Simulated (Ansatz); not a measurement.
# Phonons of Nb3AuC antiperovskite, part 2 of 2

Question: is the lattice of Nb3AuC antiperovskite stable, and if so, what are its coupling constant and resistivity?

Ansatz 0.2.0; DFT PBE, scalar-relativistic, plane waves, PAW.

So far. Step 2 (Rough relaxation): The largest force is now zero by symmetry and the largest stress component 0.11 GPa. Step 3 (Relaxation): The largest force is now zero by symmetry and the largest stress component 1.8e-4 GPa, small enough for phonons. The relaxed cell has a = 4.294 Å (conventional setting).

The structure was built from a prototype and need not be the compound's stable phase.

## (4) Phonons by linear response: q 2×2×2, k 4×4×4

Before any scattering is computed, the phonons show whether the structure is a minimum.

input.yaml

```yaml
crystal:
  lattice:
    - [4.2942920879, 0.0, 0.0]
    - [0.0, 4.2942920879, 0.0]
    - [0.0, 0.0, 4.2942920879]
  atoms:
    - { symbol: Au, position: [0.0, 0.0, 0.0] }
    - { symbol: Nb, position: [0.5, 0.5, 0.0] }
    - { symbol: Nb, position: [0.5, 0.0, 0.5] }
    - { symbol: Nb, position: [0.0, 0.5, 0.5] }
    - { symbol: C, position: [0.5, 0.5, 0.5] }
kpoints:
  mp_grid: { grid: [4, 4, 4] }
hamiltonian:
  xc: pbe
scf:
  occupations: { method: methfessel_paxton, width: 0.2 }
output:
  eigenvalues: true
phonons:
  method: dfpt
  qmesh: [2, 2, 2]
  temperatures: { t_max: 1000, t_step: 50 }
  qpath:
    path:
      - [[0.0, 0.0, 0.0], [0.0, 0.5, 0.0], [0.5, 0.5, 0.0], [0.0, 0.0, 0.0], [0.5, 0.5, 0.5], [0.0, 0.5, 0.0]]
      - [[0.5, 0.5, 0.5], [0.5, 0.5, 0.0]]
    npoints: 10
```

Started as:

```
$ ansatz run input.yaml --threads 4 --pin off --max-ram 16384MiB --backend cpu --events-out ev --progress --plain --runs-dir out
```

Numbers of over 12 decimals in the logs are rounded to 6 here.

The program printed:

```text
[...]
Crystal: 5 atoms, lattice volume = 79.191 Å³
Basis set: ecut = 420 eV, 1551 PW (Γ), exchange–correlation on 60×60×60 points (8 copies of the dense FFT grid, shifted against one another)
Bands: 38, of which v1, the nominal top of the filled ones, is band 31 counted from 1 (30 counted from 0)
Symmetry: 48 space group operations
k-points: 10 of 64
[...]
SCF iter   1: F=—  HF=-27058.523764 eV  |F-HF|=—  |Δ(HF+E_count)|=         —  Δρ=7.61e-3  dr2=4.55e-2  ethr=1.77e-3  ⟨swp⟩=4.8  Hψ=1254  notcnv=0
[...]
SCF iter   9: F=-27058.515856 eV  HF=-27058.515856 eV  |F-HF|=7.28e-12  |Δ(HF+E_count)|=  3.64e-12  S|Δr|=    0.00e0  Δρ=4.24e-8  dr2=1.20e-12  ethr=1.00e-12  ⟨swp⟩=8.4  Hψ=1585  notcnv=0
SCF 1 converged in 9 iterations: F = -27058.515856 eV  dr2 = 1.20e-12
[...]
SCF iter   1: F=—  HF=-27058.515861 eV  |F-HF|=—  |Δ(HF+E_count)|=         —  Δρ=1.52e-6  dr2=2.86e-9  ethr=6.07e-8  ⟨swp⟩=3.4  Hψ=2207  notcnv=0
eigensolver tolerance schedule: the retry pair's looser diagonalisation over-reported the residual by 13151.91 of it (diagonalisation noise at 0.35 of the residual, at the tolerance the schedule requests for it); recorded, not acted on — ethr = c·dr2/N_el stays at c = 1.0e-1
[...]
SCF iter   2: F=—  HF=-27058.515856 eV  |F-HF|=—  |Δ(HF+E_count)|=   4.86e-6  S|Δr|=    0.00e0  Δρ=9.59e-7  dr2=1.02e-9  ethr=4.61e-12  ⟨swp⟩=3.6  Hψ=939  notcnv=0
[...]
SCF iter   8: F=-27058.515856 eV  HF=-27058.515856 eV  |F-HF|=7.28e-12  |Δ(HF+E_count)|=    0.00e0  S|Δr|=    0.00e0  Δρ=5.79e-8  dr2=4.12e-12  ethr=1.00e-12  ⟨swp⟩=1.6  Hψ=808  notcnv=0
SCF 2 converged in 8 iterations: F = -27058.515856 eV  dr2 = 4.12e-12
phonons: the bands overlap, so this run is a metal and interpolates without the dipole-dipole term. If the crystal is really an insulator or semiconductor, its LO-TO splitting is missing
NSCF: frozen V_eff on 10 k-points
[...]
DFPT response loops at q = (0, 0, 0) (fractional): preconditioner auto → Kerker (q_TF=auto, 2.619 Å⁻¹) (partly filled bands, converged f_vac=0.000); β = 1.00, the filter's whole step (`scf.mixing.beta` (0.50) is not read by the response loops under this deck's `scf.mixing.preconditioner`; to damp them name `kerker` or `kerker_dos`, under which they read `scf.mixing.beta`, and type it under 1.00, their step now; both keys bind the ground state too); Broyden in place of MSR1
[...]
SCF converged after 9 iterations
Stability not checked: this state was not tested for a lower state beside it, because cold or Methfessel-Paxton smearing, or corrected tetrahedra, fill the levels in a way that the test cannot read (fill_not_monotonic; see scf.lower_state_search)
Free energy (F): -27058.515856 eV
[...]
Internal energy: -27058.512826 eV  (E = F + TS)
E sigma→0 (E₀):  -27058.515098 eV
Entropy (-TS):   -0.003030 eV (-0.606 meV/atom)
Fermi energy:    17.750805 eV
[...]
--- Band table (eV; the first three rows and the last of 10) ---
  k-point 0: bands = [... 27 lower, 16.2368, 16.2368, 17.2469, 17.2469, 20.0478, 20.0478, 20.0478, 20.1921, ... 3 higher]
  k-point 1: bands = [... 27 lower, 16.3549, 16.3549, 16.3876, 17.5547, 18.7749, 19.1618, 19.1618, 19.8609, ... 3 higher]
  k-point 2: bands = [... 27 lower, 15.4076, 16.0168, 16.0168, 18.0659, 18.2395, 19.1430, 19.1430, 19.4038, ... 3 higher]
  k-point 9: bands = [... 27 lower, 17.4630, 17.4630, 17.9201, 17.9201, 17.9201, 18.6966, 18.6966, 18.6966, ... 3 higher]
--- Phonons (Γ-DFPT): 4 representative perturbations + reference (Σ response iterations 12) ---
  ASR residual: 5.052e-5 → 0.000e0 eV/Å²; symmetrization residual: 6.365e-6 eV/Å²
  ASR residual per site (eV/Å²): 2.70e-5 3.86e-6 3.86e-6 3.86e-6 5.05e-5
  Γ frequencies (cm⁻¹): 0.00 0.00 0.00 105.40 105.40 105.40 179.67 179.67 179.67 205.39 205.39 205.39 671.74 671.74 671.74
--- Phonons (arbitrary-q DFPT): 4 irreducible q on the 2×2×2 mesh ---
  q = [0.0000, 0.0000, 0.0000] (star 1, of the zone-centre solve; hermiticity 4.47e-7, symmetrization 2.40e-13): -0.00 -0.00 0.00 105.40 105.40 105.40 179.67 179.67 179.67 205.39 205.39 205.39 671.74 671.74 671.74
  q = [0.0000, 0.0000, -0.5000] (star 3, 9 solved perturbations in 216 linear systems a pass and spin channel, the states on 27 of 64 k-point pairs; hermiticity 5.61e-7, symmetrization 3.25e-13): 75.71 75.71 76.38 79.73 79.73 118.52 138.43 138.43 175.16 186.71 186.71 261.93 672.14 672.54 672.54
[...]
sum rule: each row above includes the acoustic sum rule's correction from the zone centre's row sums; it moved no ω² by more than (1.07 cm⁻¹)²
  mesh force constants: q→R imaginary residual 3.60e-18; ASR residual 5.052e-5 → 0.000e0 eV/Å²; symmetrization residual 1.776e-14 eV/Å²
  interpolated dispersion: 62 rows × 15 modes
  density of states and harmonic sums: on the 14×14×14 q-mesh, interpolated from the force constants of a 2×2×2 supercell (no non-analytic term)
  largest difference from the sums on the solved wave vectors: F 1.69e-1 eV, S 2.28e-4 and C_V 5.88e-5 eV/K
  zero-point energy: 0.224602 eV/cell   skipped modes (ω ≤ 0): 22, of them read as no rigid motion or as one in doubt: 19 (6.669e-2 modes/cell left out, lowest -34.23 cm⁻¹)   left out of the sums: 4.52e-3 of the cell's modes: C_V's classical limit lies that fraction below 3 k_B per atom; for a crystal, a wire or a layer, F and S can be off by more, and a phonons.interpolated_qmesh denser along its periods is the remedy for the sampling
```

The job ended after 62 s (4 threads of Arm Neoverse V1, shared host; peak memory 0.64 GiB).

Numbers from this step:

* share of imaginary modes in the plain interpolation between solved wavevectors: 0.0058
* highest frequency, solved or plainly interpolated: 672.5 cm⁻¹

Solved on the 2×2×2 mesh alone; all other wavevectors are interpolated. The phonon branches at the labelled points (cm⁻¹):

```csv
point,branch 1,branch 2,branch 3,branch 4,branch 12,branch 13,branch 14,branch 15
Γ,0,0,0,105,205,672,672,672
halfway,33,33,66,100,226,672,672,672
X,76,76,76,80,262,672,672,672
halfway,50,72,73,85,263,661,666,666
M,49,63,63,87,277,648,659,659
halfway,43,43,82,97,228,666,668,669
Γ,0,0,0,105,205,672,672,672
halfway,53,53,86,96,236,664,664,665
R,-34,-34,-34,81,314,656,656,656
halfway,30,74,77,81,271,659,660,662
X,76,76,76,80,262,672,672,672
jump to R,-34,-34,-34,81,314,656,656,656
halfway,25,41,41,82,291,653,658,658
M,49,63,63,87,277,648,659,659
```

Lowest modes at the softest wavevector of the mesh. Modes at q = (0.500, 0.500, 0.500), with each element's share of the kinetic energy (negative means imaginary):

```csv
mode,frequency (cm⁻¹),Au %,Nb %,C %
1,-34.2,0,100,0
2,-34.2,0,100,0
3,-34.2,0,100,0
4,80.7,97,3,0
5,80.7,97,3,0
6,80.7,97,3,0
```

Displacements in mode 2 (-34.2 cm⁻¹), the largest set to 1, in the home cell (x, y, z of the real part, then of the imaginary part):
```
Au1  0.00  0.00  0.00  0.00  0.00  0.00
Nb2  1.00  0.26  0.00  0.01 -0.06  0.00
Nb3 -0.05  0.00 -0.26 -0.02  0.00  0.06
Nb4  0.00  0.05 -1.00  0.00  0.02 -0.01
C5   0.00  0.00  0.00  0.00  0.00  0.00
```

Displacements in mode 6 (80.7 cm⁻¹), the largest set to 1, in the home cell (x, y, z of the real part, then of the imaginary part):
```
Au1  0.00  0.26  1.00  0.00 -0.09  0.02
Nb2  0.05  0.00  0.00 -0.02  0.00  0.00
Nb3  0.18  0.00  0.00  0.00  0.00  0.00
Nb4  0.00  0.18  0.05  0.00  0.00 -0.02
C5   0.00  0.00  0.00  0.00  0.00  0.00
```

Among the solved wavevectors the lowest mode, translations apart, is -34.2 cm⁻¹, imaginary.

## (5) Lattice stability: q 2×2×2, k 6×6×6

An imaginary mode on so few k-points may come from the sampling, so the phonons are repeated with another k mesh.

Edit input.yaml of step 4 so:

```diff
@@ -12,3 +12,3 @@
 kpoints:
-  mp_grid: { grid: [4, 4, 4] }
+  mp_grid: { grid: [6, 6, 6] }
 hamiltonian:
```

The mesh is denser.

The program printed:

```text
[...]
Crystal: 5 atoms, lattice volume = 79.191 Å³
Basis set: ecut = 420 eV, 1551 PW (Γ), exchange–correlation on 60×60×60 points (8 copies of the dense FFT grid, shifted against one another)
Bands: 38, of which v1, the nominal top of the filled ones, is band 31 counted from 1 (30 counted from 0)
Symmetry: 48 space group operations
k-points: 20 of 216
[...]
SCF iter   1: F=—  HF=-27058.535135 eV  |F-HF|=—  |Δ(HF+E_count)|=         —  Δρ=7.02e-3  dr2=4.37e-2  ethr=1.77e-3  ⟨swp⟩=5.0  Hψ=2512  notcnv=0
[...]
SCF iter   9: F=-27058.527598 eV  HF=-27058.527598 eV  |F-HF|=3.64e-12  |Δ(HF+E_count)|=  3.64e-12  S|Δr|=    0.00e0  Δρ=4.17e-8  dr2=7.42e-13  ethr=1.00e-12  ⟨swp⟩=8.5  Hψ=3275  notcnv=0
the search or the solves at the SCF's close seem to have found levels that the self-consistency loop had missed (the run counts 1). By its estimate they hold under 1e-12 electrons; where the run keeps them, the occupations were computed again with them
SCF 1 converged in 9 iterations: F = -27058.527598 eV  dr2 = 7.42e-13
[...]
SCF iter   8: F=-27058.527598 eV  HF=-27058.527598 eV  |F-HF|=7.28e-12  |Δ(HF+E_count)|=  3.64e-12  S|Δr|=    0.00e0  Δρ=6.60e-8  dr2=5.56e-12  ethr=1.00e-12  ⟨swp⟩=1.9  Hψ=896  notcnv=0
SCF 2 converged in 8 iterations: F = -27058.527598 eV  dr2 = 5.56e-12
[...]
SCF converged after 9 iterations
[...]
Free energy (F): -27058.527598 eV
[...]
Internal energy: -27058.541365 eV  (E = F + TS)
E sigma→0 (E₀):  -27058.531040 eV
Entropy (-TS):   0.013767 eV (2.753 meV/atom)
Fermi energy:    17.745702 eV
[...]
--- Band table (eV; the first three rows and the last of 20) ---
  k-point 0: bands = [... 27 lower, 16.2236, 16.2236, 17.2398, 17.2398, 20.0349, 20.0349, 20.0349, 20.1787, ... 3 higher]
  k-point 1: bands = [... 27 lower, 16.3701, 16.3701, 16.9184, 17.3742, 19.3390, 19.4005, 19.4005, 19.9379, ... 3 higher]
  k-point 2: bands = [... 27 lower, 15.6350, 16.2180, 16.2180, 17.7900, 18.3670, 19.0794, 19.0794, 19.7662, ... 3 higher]
  k-point 19: bands = [... 27 lower, 17.4515, 17.4515, 17.9219, 17.9219, 17.9219, 18.6875, 18.6875, 18.6875, ... 3 higher]
[...]
ASR residual: 2.997e-5 → 0.000e0 eV/Å²; symmetrization residual: 8.529e-6 eV/Å²
  ASR residual per site (eV/Å²): 7.70e-6 1.42e-5 1.42e-5 1.42e-5 3.00e-5
[...]
--- Phonons (arbitrary-q DFPT): 4 irreducible q on the 2×2×2 mesh ---
[...]
interpolated dispersion: 62 rows × 15 modes
[...]
```

The job ended after 2.2 min (4 threads; peak memory 0.86 GiB).

This step gave:

```yaml
share_of_imaginary_modes_in_the_plain_interpolation_between_solved_wavevectors: 0.007
highest_frequency_solved_or_plainly_interpolated: 682.8 cm⁻¹
```

Solved on the 2×2×2 mesh alone; all other wavevectors are interpolated. The phonon branches at the labelled points (cm⁻¹):

```csv
point,branch 1,branch 2,branch 3,branch 4,branch 12,branch 13,branch 14,branch 15
Γ,0,0,0,105,206,672,672,672
halfway,39,39,71,101,233,672,672,677
X,80,80,83,85,272,672,672,683
halfway,55,78,84,85,271,663,668,674
M,50,69,69,91,282,653,664,664
halfway,49,51,84,98,234,668,672,673
Γ,0,0,0,105,206,672,672,672
halfway,56,56,87,97,241,668,668,669
R,-42,-42,-42,82,316,668,668,668
halfway,35,74,81,81,276,664,665,670
X,80,80,83,85,272,672,672,683
jump to R,-42,-42,-42,82,316,668,668,668
halfway,19,40,40,83,295,661,666,666
M,50,69,69,91,282,653,664,664
```

Lowest modes at the softest wavevector of the mesh. Modes at q = (0.500, 0.500, 0.500), with each element's share of the kinetic energy (negative means imaginary):

```csv
mode,frequency (cm⁻¹),Au %,Nb %,C %
1,-41.8,0,100,0
2,-41.8,0,100,0
3,-41.8,0,100,0
4,81.6,97,3,0
5,81.6,97,3,0
6,81.6,97,3,0
```

Displacements in mode 1 (-41.8 cm⁻¹), the largest set to 1, in the home cell (x, y, z of the real part, then of the imaginary part):
```
Au1  0.00  0.00  0.00  0.00  0.00  0.00
Nb2 -1.00 -0.26  0.00  0.05 -0.09  0.00
Nb3 -0.25  0.00  0.26 -0.10  0.00  0.09
Nb4  0.00  0.25  1.00  0.00  0.10 -0.05
C5   0.00  0.00  0.00  0.00  0.00  0.00
```

Displacements in mode 4 (81.6 cm⁻¹), the largest set to 1, in the home cell:
```
Au1 1.00 0.00 0.00
Nb2 0.00 0.17 0.00
Nb3 0.00 0.00 0.17
Nb4 0.00 0.00 0.00
C5  0.00 0.00 0.00
```

The modes has structure finer than the step of the table below, so its rows give means over 25 cm⁻¹, whole bins alone (the curve runs from -49.7 to 713 cm⁻¹). Peaks (cm⁻¹: height): Au 84.6: 0.0936; C 669.9: 0.158; Nb 51.0: 0.0319, 99.0: 0.0413, 180.6: 0.0692, 266.9: 0.0233, 669.9: 0.0113.

Phonopy on the run's constants, 13x13x13 mesh, Gaussian sigma 5.4 cm⁻¹. The modes by wavenumber; means over each step; values in 1/cm⁻¹/cell:

```csv
wavenumber (cm⁻¹),Au,C,Nb
-25,2.5e-5,0,0.00320
0,1.2e-4,5.7e-6,0.00114
25,0.00226,7.8e-5,0.00967
50,0.0147,2.7e-4,0.0275
75,0.0546,3.9e-4,0.0219
100,0.0413,9.7e-4,0.0335
125,0.00419,4.4e-4,0.0300
150,0.00125,5.8e-4,0.0362
175,7.6e-4,0.00141,0.0573
200,6.3e-4,0.00208,0.0587
225,1.5e-4,9.4e-4,0.0364
250,1.4e-6,4.7e-4,0.0145
275,0,2.8e-4,0.0177
300,0,4.2e-5,0.00356
325,0,4.8e-7,2.2e-4
350,0,0,0
375,0,0,0
400,0,0,0
425,0,0,0
450,0,0,0
475,0,0,0
500,0,0,0
525,0,0,0
550,0,0,0
575,0,0,0
600,0,0,0
625,0,4.5e-6,4.4e-7
650,0,0.0233,0.00175
675,0,0.0874,0.00614
700,0,8.7e-4,3.7e-5
```

No LO-TO term; unit eigenvectors of the mass-weighted matrix. The modes at Γ (shares of kinetic energy by element, %):

```csv
mode,frequency (cm⁻¹),symmetry,Au %,Nb %,C %
1,0.0,T1u,40,57,2
2,0.0,T1u,40,57,2
3,0.0,T1u,40,57,2
4,105.4,T1u,59,38,3
5,105.4,T1u,59,38,3
6,105.4,T1u,59,38,3
7,181.6,T2u,0,100,0
8,181.6,T2u,0,100,0
9,181.6,T2u,0,100,0
10,205.9,T1u,1,91,9
11,205.9,T1u,1,91,9
12,205.9,T1u,1,91,9
13,672.3,T1u,0,14,86
14,672.3,T1u,0,14,86
15,672.3,T1u,0,14,86
```

Displacements in mode 6 (105.4 cm⁻¹), the largest set to 1:
```
Au1  0.15  0.23  1.00
Nb2 -0.09 -0.13 -0.82
Nb3 -0.09 -0.18 -0.60
Nb4 -0.12 -0.13 -0.60
C5  -0.13 -0.19 -0.86
```

Displacements in mode 12 (205.9 cm⁻¹), the largest set to 1:
```
Au1  0.07  0.00  0.00
Nb2 -0.57 -0.01 -0.01
Nb3 -0.57  0.01  0.00
Nb4  0.86 -0.01  0.00
C5   1.00  0.01 -0.01
```

Among the solved wavevectors the lowest mode, translations apart, is -41.8 cm⁻¹, imaginary.

## (6) What came out

* phonon run of the rows without a label of their own: PBE, q 2×2×2, k 6×6×6
* softest mode on the q mesh: -41.8 cm⁻¹ at q = (0.5, 0.5, 0.5)
* highest frequency, solved or plainly interpolated: 683 cm⁻¹

The lattice is dynamically unstable at this level: a mode at q = (0.5, 0.5, 0.5) is imaginary, 41.8i cm⁻¹, so no harmonic coupling constant or resistivity is defined for this structure. These meshes are coarse, and single modes of a metal can move by tens of cm⁻¹ with the k mesh. The mode is weak and these meshes are coarse, so a denser k mesh or another smearing could remove it. Spin–orbit coupling, left out here, matters for Au. The phonon runs are not spin-polarised. The structure was built by hand as an ordered model, and its stability against other phases was not tested.

[Logs are printed without paths, hosts, clocks, repeated set-up lines and the standing remarks that a program may print on its own settings, such as how far it seeks lower states.]

[Hosts, paths, dates, database ids (printed as entryN), source tags and the programs' standing remarks are cut or masked in the printed files.]
